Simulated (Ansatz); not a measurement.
# Where V_O puts its levels in the gap of MgO (Fm-3m)

Aim: at which Fermi levels does V_O in MgO (Fm-3m) change its charge? The model is a cell of 32 host atoms with 1 O taken out.

Main program and level: Ansatz 0.2.0; place-levels on PBEsol runs: charge-transition levels and formation energies with image-charge correction and potential alignment at the atomic sites; PAW set soft_1.

**Measured values to reproduce.**

For MgO, rocksalt (bulk crystal), “Electronic structure of alkaline earth and post-transition metal oxides” (2009, arxiv:0908.1581) quotes earlier work: band gap (literature experimental gap) 7.83 eV [Literature value based on experiment; other listed experimental values range from 7.7 to …].

### 1. Set-up

The cell holds 31 atoms: 16 Mg and 15 O. Cell: a = 7.300 Å, b = 7.300 Å, c = 7.300 Å, α = 109.5°, β = 109.5°, γ = 109.5°. It derives from MgO (space group Fm-3m). Nearest the centre at fractional (0.500, 0.500, 0.500): Mg7 at 2.11 Å, Mg6 at 2.11 Å, Mg12 at 2.11 Å, Mg10 at 2.11 Å, Mg16 at 2.11 Å, Mg15 at 2.11 Å, O30 at 2.98 Å, O31 at 2.98 Å.

Known beforehand: the electronic dielectric constant, 3.24, and the static one, 10.37, from a response run on this crystal (DFPT, PBEsol) at that run's own cell.

The cell's shortest repeat is 7.3 Å.

### 2. The runs of each charge state

A transition level is the Fermi level at which two charge states cost the same, so each charge needs its own total energy, at its own relaxed structure.

Random displacements of about 0.04 Å break the site symmetry at the start, so that the relaxation can reach a distorted minimum if there is one. Forces are taken at one point at (¼, ¼, ¼). The cell holds 1 electron fewer than the neutral one, with a uniform background that keeps it neutral on the whole. The electron count is odd, so at least one spin is unpaired; this run locks the moment at 1 μB.

One state's input; the others differ in charge, spin, start and seed, and in occupations where the table says so.

qp1_M1.relax/input.yaml reads:

```yaml
crystal:
  lattice:
    - [-4.21486569, 4.21486569, 4.21486569]
    - [4.21486569, -4.21486569, 4.21486569]
    - [4.21486569, 4.21486569, -4.21486569]
  atoms:
    - { symbol: Mg, position: [0.0, 0.0, 0.0] }
    - { symbol: Mg, position: [0.0, 0.25, 0.75] }
    - { symbol: Mg, position: [0.0, 0.5, 0.5] }
    - { symbol: Mg, position: [0.0, 0.75, 0.25] }
    - { symbol: Mg, position: [0.25, 0.0, 0.75] }
    - { symbol: Mg, position: [0.25, 0.25, 0.5] }
    - { symbol: Mg, position: [0.25, 0.5, 0.25] }
    - { symbol: Mg, position: [0.25, 0.75, 0.0] }
    - { symbol: Mg, position: [0.5, 0.0, 0.5] }
    - { symbol: Mg, position: [0.5, 0.25, 0.25] }
    - { symbol: Mg, position: [0.5, 0.5, 0.0] }
    - { symbol: Mg, position: [0.5, 0.75, 0.75] }
    - { symbol: Mg, position: [0.75, 0.0, 0.25] }
    - { symbol: Mg, position: [0.75, 0.25, 0.0] }
    - { symbol: Mg, position: [0.75, 0.5, 0.75] }
    - { symbol: Mg, position: [0.75, 0.75, 0.5] }
    - { symbol: O, position: [0.0, 0.0, 0.5] }
    - { symbol: O, position: [0.0, 0.25, 0.25] }
    - { symbol: O, position: [0.0, 0.5, 0.0] }
    - { symbol: O, position: [0.0, 0.75, 0.75] }
    - { symbol: O, position: [0.25, 0.0, 0.25] }
    - { symbol: O, position: [0.25, 0.25, 0.0] }
    - { symbol: O, position: [0.25, 0.5, 0.75] }
    - { symbol: O, position: [0.25, 0.75, 0.5] }
    - { symbol: O, position: [0.5, 0.0, 0.0] }
    - { symbol: O, position: [0.5, 0.25, 0.75] }
    - { symbol: O, position: [0.5, 0.5, 0.5] }
    - { symbol: O, position: [0.5, 0.75, 0.25] }
    - { symbol: O, position: [0.75, 0.0, 0.75] }
    - { symbol: O, position: [0.75, 0.25, 0.5] }
    - { symbol: O, position: [0.75, 0.5, 0.25] }
    - { symbol: O, position: [0.75, 0.75, 0.0] }
  supercell: [1, 1, 1]
  defects: [{ vacancy: 26 }]
total_charge: 1
basis:
  ecutwfc: 420
  xc_grid: 2
hamiltonian:
  xc: pbesol
  pseudopotentials: { kind: paw, azcp: { folder: soft_1 }, xc_functional: pbe }
kpoints:
  mp_grid: { grid: [1, 1, 1], shift: [0.25, 0.25, 0.25] }
magnetization:
  spin_polarized: true
  initial_magnetization: 1
  spin_locking: { lock_magnetization: hard }
scf:
  occupations: { method: fixed }
  max_iter: 100
output:
  forces: true
  charged_corrections:
    epsilon: 3.24
    static_epsilon: 10.37
    defect_position: [0.5, 0.5, 0.5]
relax:
  f_tol: 0.02
  max_steps: 60
  random_displacement: { amplitude: 0.04, seed: 9453 }
checkpoint:
  write: "../qp1_M1.relax.run"
  compress: false
  write_wavefunctions: true
  write_every: 100000
```

Run with:

```console
ansatz run input.yaml --threads 8 --pin off --max-ram 18841MiB --backend cpu --events-out ev --progress --plain --runs-dir out
```

Defect states can disperse in a cell of this size, so the energy is taken again at a 2×2×2 shifted mesh, on the relaxed structure.

The run of this state that the levels use, under PBEsol:

qp1_M1.mesh/input.yaml reads:

```yaml
crystal:
  checkpoint: "../qp1_M1.relax.run"
  host: checkpoint
total_charge: 1
basis:
  ecutwfc: 420
  xc_grid: 2
hamiltonian:
  xc: pbesol
  pseudopotentials: { kind: paw, azcp: { folder: soft_1 }, xc_functional: pbe }
kpoints:
  mp_grid: { grid: [2, 2, 2], shift: [0.5, 0.5, 0.5] }
magnetization:
  spin_polarized: true
  initial_magnetization: 1
  spin_locking: { lock_magnetization: hard }
scf:
  occupations: { method: fixed }
  max_iter: 100
output:
  forces: true
  charged_corrections:
    epsilon: 3.24
    static_epsilon: 10.37
    defect_position: [0.5, 0.5, 0.5]
  eigenvalues: true
checkpoint:
  read: "../qp1_M1.relax.run"
  write: "../qp1_M1.mesh.run"
  compress: false
  write_wavefunctions: false
  write_every: 100000
```

Relaxations under PBEsol at one point at (¼, ¼, ¼); times on 8 threads of Arm Neoverse V2, shared host:

```
charge  moment (μB)  occupations    outcome  steps  largest displacement against the far atoms (Å)   time
     0            0        fixed  converged      4                                            0.01  3.4 s
    +1            1        fixed  converged      5                                            0.09  7.3 s
```

Single points under PBEsol at a 2×2×2 shifted mesh; times on 8 threads of Arm Neoverse V2, shared host:

```csv
charge,moment (μB),occupations,outcome,time
0,0,fixed,converged,3.8 s
+1,1,fixed,converged,7.9 s
```

Distances (Å) from the ideal centre to the nearest atoms after relaxation with PBEsol:

| charge | moment (μB) | 1. | 2. | 3. | 4. | 5. | 6. |
| --- | --- | --- | --- | --- | --- | --- | --- |
| 0 | 0 | Mg 2.11 | Mg 2.11 | Mg 2.11 | Mg 2.12 | Mg 2.12 | Mg 2.12 |
| +1 | 1 | Mg 2.18 | Mg 2.19 | Mg 2.19 | Mg 2.20 | Mg 2.20 | Mg 2.20 |

### 3. Levels against the band edges, PBEsol, the zone centre alone

The energy is taken again at the zone centre alone, on the same structure.

qp1_M1.gamma/input.yaml, as its differences from qp1_M1.mesh/input.yaml of step 2:

```diff
@@ -11,3 +11,3 @@
 kpoints:
-  mp_grid: { grid: [2, 2, 2], shift: [0.5, 0.5, 0.5] }
+  mp_grid: { grid: [1, 1, 1] }
 magnetization:
@@ -28,3 +28,3 @@
   read: "../qp1_M1.relax.run"
-  write: "../qp1_M1.mesh.run"
+  write: "../qp1_M1.gamma.run"
   compress: false
```

It took 1.6 s on 8 threads of Arm Neoverse V2, shared host; peak memory 0.56 GiB.

levels.gamma.yaml reads:

```yaml
host:
  run: host.gamma.run
  levels_from: { run: edges.gamma.run }
states: [q0.gamma.run, qp1_M1.gamma.run]
geometry_from:
  q0.gamma.run: q0.relax.run
  qp1_M1.gamma.run: qp1_M1.relax.run
chemical_potentials:
  O:
    energy: -558.291301
    dataset: <sha256 of the dataset>
```

Run with:

```console
ansatz place-levels levels.gamma.yaml -- --threads 8 --pin off --max-ram 18841MiB
```

What it wrote:

```text
(+1/0) 2.080 eV above the valence edge, 2.541 eV under the conduction edge
formation energy of charge +1: +3.901 eV with the Fermi level at the valence edge
formation energy of charge 0: +5.982 eV with the Fermi level at the valence edge
  edges by pbesol of host.levels_from (edges.gamma.run), its mesh sampled to repeats of 32.78 Å (the valence edge -0.032 eV and the conduction edge -0.014 eV from those of the host's own run), gap 4.621 eV; the host is sampled to repeats of 7.30 Å
[... the lines on each state left out ...]
```

It took 0.1 s on 8 threads.

Under PBEsol the gap is 4.62 eV, (+1/0) 2.08 eV.

### 4. place-levels, PBEsol, one point at (¼, ¼, ¼)

The energy is taken again at one point at (¼, ¼, ¼), on the same structure.

qp1_M1.quarter/input.yaml, as its differences from qp1_M1.gamma/input.yaml of step 3:

```diff
@@ -11,3 +11,3 @@
 kpoints:
-  mp_grid: { grid: [1, 1, 1] }
+  mp_grid: { grid: [1, 1, 1], shift: [0.25, 0.25, 0.25] }
 magnetization:
@@ -26,5 +26,11 @@
   eigenvalues: true
+  eigenstates: { localisation: true }
+  populations: true
+  efg: {}
+  write_density: true
+  write_potential: true
+  volumetric_format: npy
 checkpoint:
   read: "../qp1_M1.relax.run"
-  write: "../qp1_M1.gamma.run"
+  write: "../qp1_M1.quarter.run"
   compress: false
```

The job ended after 3.2 s (8 threads; peak memory 0.75 GiB; 21 s of CPU time).

levels.quarter.yaml reads:

```yaml
host:
  run: host.quarter.run
  levels_from: { run: edges.quarter.run }
states: [q0.quarter.run, qp1_M1.quarter.run]
geometry_from:
  q0.quarter.run: q0.relax.run
  qp1_M1.quarter.run: qp1_M1.relax.run
chemical_potentials:
  O:
    energy: -558.291301
    dataset: <sha256 of the dataset>
```

Run with:

```console
ansatz place-levels levels.quarter.yaml -- --threads 8 --pin off --max-ram 18841MiB
```

What it wrote:

```text
(+1/0) 2.566 eV above the valence edge, 2.055 eV under the conduction edge
formation energy of charge +1: +4.182 eV with the Fermi level at the valence edge
formation energy of charge 0: +6.748 eV with the Fermi level at the valence edge
  edges by pbesol of host.levels_from (edges.quarter.run), its mesh sampled to repeats of 32.78 Å (the valence edge +0.329 eV and the conduction edge -2.360 eV from those of the host's own run), gap 4.621 eV; the host is sampled to repeats of 11.92 Å
[... the lines on each state left out ...]
```

It took 0.11 s on 8 threads.

Under PBEsol the gap is 4.62 eV, (+1/0) 2.57 eV; the stage before (PBEsol, at other k-points) gave a gap of 4.62 eV and levels within 0.49 eV of these.

### 5. Levels against the band edges, PBEsol, a 2×2×2 shifted mesh

A charged cell interacts with its images and the background, and its potential has another zero than the host's. place-levels removes the first by a point-charge model, screened by the static dielectric constant since the ions have relaxed around the charge, and the second by comparing potentials at atoms far from the defect.

The host is a run of the defect-free crystal in the same cutoffs, grids and k-points, so that basis and sampling errors cancel in part in the differences. Its band edges come from a run of the primitive cell that searches the zone for them. Chemical potentials are energies per atom of O (O2 molecule), run with the same functional and cutoff.

levels.mesh.yaml reads:

```yaml
host:
  run: host.mesh.run
  levels_from: { run: edges.mesh.run }
states: [q0.mesh.run, qp1_M1.mesh.run]
geometry_from:
  q0.mesh.run: q0.relax.run
  qp1_M1.mesh.run: qp1_M1.relax.run
chemical_potentials:
  O:
    energy: -558.291301
    dataset: <sha256 of the dataset>
```

Run with:

```console
ansatz place-levels levels.mesh.yaml -- --threads 8 --pin off --max-ram 18841MiB
```

What it wrote:

```text
(+1/0) 2.559 eV above the valence edge, 2.062 eV under the conduction edge
formation energy of charge +1: +4.231 eV with the Fermi level at the valence edge
formation energy of charge 0: +6.790 eV with the Fermi level at the valence edge
  edges by pbesol of host.levels_from (edges.mesh.run), its mesh sampled to repeats of 32.78 Å (the valence edge +0.234 eV and the conduction edge -1.218 eV from those of the host's own run), gap 4.621 eV; the host is sampled to repeats of 16.86 Å
  the defect's cells are sampled to repeats of 16.86 Å, like sampling
  charge +1: -39059.3786 eV with its correction of +0.031 eV, at epsilon 10.37, aligned at sites: -0.2689 eV, mean over 13 atomic sites at or beyond 3.65 Å from the defect at [0.5000, 0.5000, 0.5000], with +0.000000 for the charge's moments and without [...]
  charge 0: +0.000 eV for its dipole among its images, +0.000 omitted
  of states[1] (qp1_M1.mesh.run): how wide its charge is, is not read beside other atoms or cores, and a band state would take no correction. [...]
```

Run time: 0.1 s. Hardware: 8 threads.

Under PBEsol the gap is 4.62 eV, (+1/0) 2.56 eV; the stage before (PBEsol, at other k-points) gave a gap of 4.62 eV and levels within 0.01 eV of these.

Levels between the charges placed, in eV above the valence top:

|  | gap (eV) | (+1/0) |
| --- | --- | --- |
| PBEsol | 4.62 | 2.56 |

Corrections by state:

```
charge  moment (μB)  image terms and alignment (eV)  band filling (eV)  ε used  over the lowest of its charge, as the program ranks them, band filling apart (eV)
    +1          1.0                           0.031                  -   10.37                                                                              0.000
     0          0.0                           0.000                  -       -                                                                              0.000
```

From the program's caveats on the states, each cut to its opening words:

- charge +1 (1 μB): how wide its charge is, is not read beside other atoms or cores, and a band state would take no correction
- charge +1 (1 μB): its alignment with the host at atomic sites is doubtful: the mean over the far sites moves by +0.2609 eV from their farther parts to their nearer, more than [...]

The host's formation energy from the elements is -2.764 eV per atom; it sets how far the chemical potentials can move.

Limit set by the element alone; other compounds of these elements are not counted. Chemical potentials from the elements' reference states: Mg 0.00 eV, O -5.53 eV. Formation energies (Mg-rich), with the Fermi level at the valence top and at the conduction bottom (gap 4.62 eV):

```csv
charge,at valence top (eV),at conduction bottom (eV),correction included (eV)
+1,-1.30,3.32,0.03
0,1.26,1.26,0.00
```

```tsv
Fermi level (eV)	lowest formation energy (eV)
0.00	-1.30
0.42	-0.88
0.84	-0.46
1.26	-0.04
1.68	0.38
2.10	0.80
2.52	1.22
2.94	1.26
3.36	1.26
3.78	1.26
4.20	1.26
4.62	1.26
```

Limit set by the element alone; other compounds of these elements are not counted. Chemical potentials from the elements' reference states: O 0.00 eV, Mg -5.53 eV. Formation energies (O-rich), with the Fermi level at the valence top and at the conduction bottom (gap 4.62 eV):

| charge | at valence top (eV) | at conduction bottom (eV) | correction included (eV) |
| --- | --- | --- | --- |
| +1 | 4.23 | 8.85 | 0.03 |
| 0 | 6.79 | 6.79 | 0.00 |

```csv
Fermi level (eV),lowest formation energy (eV)
0.00,4.23
0.42,4.65
0.84,5.07
1.26,5.49
1.68,5.91
2.10,6.33
2.52,6.75
2.94,6.79
3.36,6.79
3.78,6.79
4.20,6.79
4.62,6.79
```

### 6. Cost and result

Levels between neighbouring charges, in eV above each run's own valence top:

|  | gap (eV) | (+1/0) | CPU time a state at this stage (restarts are quicker than cold starts) |
| --- | --- | --- | --- |
| PBEsol, zone centre alone | 4.62 | 2.08 | 7.2 s |
| PBEsol, (¼, ¼, ¼) | 4.62 | 2.57 | 13 s |
| PBEsol, 2×2×2 shifted mesh | 4.62 | 2.56 | 44 s |

### 7. What came out

```json
{
  "gap of the host": "4.62 eV (PBEsol)",
  "level (plus 1/0)": "2.56 eV above the valence top",
  "lowest of the charges placed, just above the valence top (0.02 eV)": "+1",
  "lowest of the charges placed, just below the conduction bottom (0.02 eV)": "0",
  "lowest formation energy at mid-gap of the charges run, Mg-rich": "1.01 eV",
  "lowest formation energy at mid-gap of the charges run, O-rich": "6.54 eV"
}
```

In words: Of the charges placed (0 and +1), the lowest changes at 2.56 eV (+1/0) above the valence top, in a gap of 4.62 eV. Charges above +1 and below 0 were not placed, so these runs say nothing of levels that involve them. States placed: +1 at 1 μB; 0 at 0 μB. Other spin states or structures, where not listed, weren't placed. Under PBEsol, the change of sampling (the zone centre alone against a 2×2×2 shifted mesh) moves a level by 0.48 eV, which is the scale of doubt on levels at the coarser sampling. Under PBEsol, the change of sampling (the zone centre alone against one point at (¼, ¼, ¼)) moves a level by 0.49 eV, which is the scale of doubt on levels at the coarser sampling. Levels were also placed, and are left out here, under HSE06 at 1x1x1 Gamma-centred, since its band edges were read on a mesh that can miss them; HSE06 at 1x1x1 shifted 0.25 0.25 0.25, since its band edges were read on a mesh that can miss them. The program doubts the alignment of potentials for at least one state, a sign that the cell is small. Limits: the images are only 7.3 Å apart; PBEsol makes the gap too small and tends to spread out bound carriers; where a gas molecule sets a chemical potential or the host's formation energy, its binding is uncorrected.

Computed beside measured:

| quantity | measured | PBEsol |
| --- | --- | --- |
| band gap (least gap of the host) (eV) | 7.83 | 4.62 (-3.21 eV) |

Measured values from arxiv:0908.1581 (2009).

Verdict: The band gap is off by -3.21 eV: a clear miss. Local and semilocal functionals usually give gaps below the measured ones. Zero-point and thermal motion shift the measured gap.

[Logs are printed without paths, hosts, clocks, repeated set-up lines and the standing remarks that a program may print on its own settings, such as how far it seeks lower states.]

[Hosts, paths, dates, database ids (printed as entryN), source tags and the programs' standing remarks are cut or masked in the printed files.]

[Where a table of states has a column of steps, it counts the stored structures, which are thinned; the runs took as many ionic steps or more.]

[A defect's name tells the site on which it was built; relaxed atoms can leave that site.]

[For some hosts the program warned that the k-mesh of the response run may be too coarse for force constants and the static dielectric constant; such warnings are not shown here.]
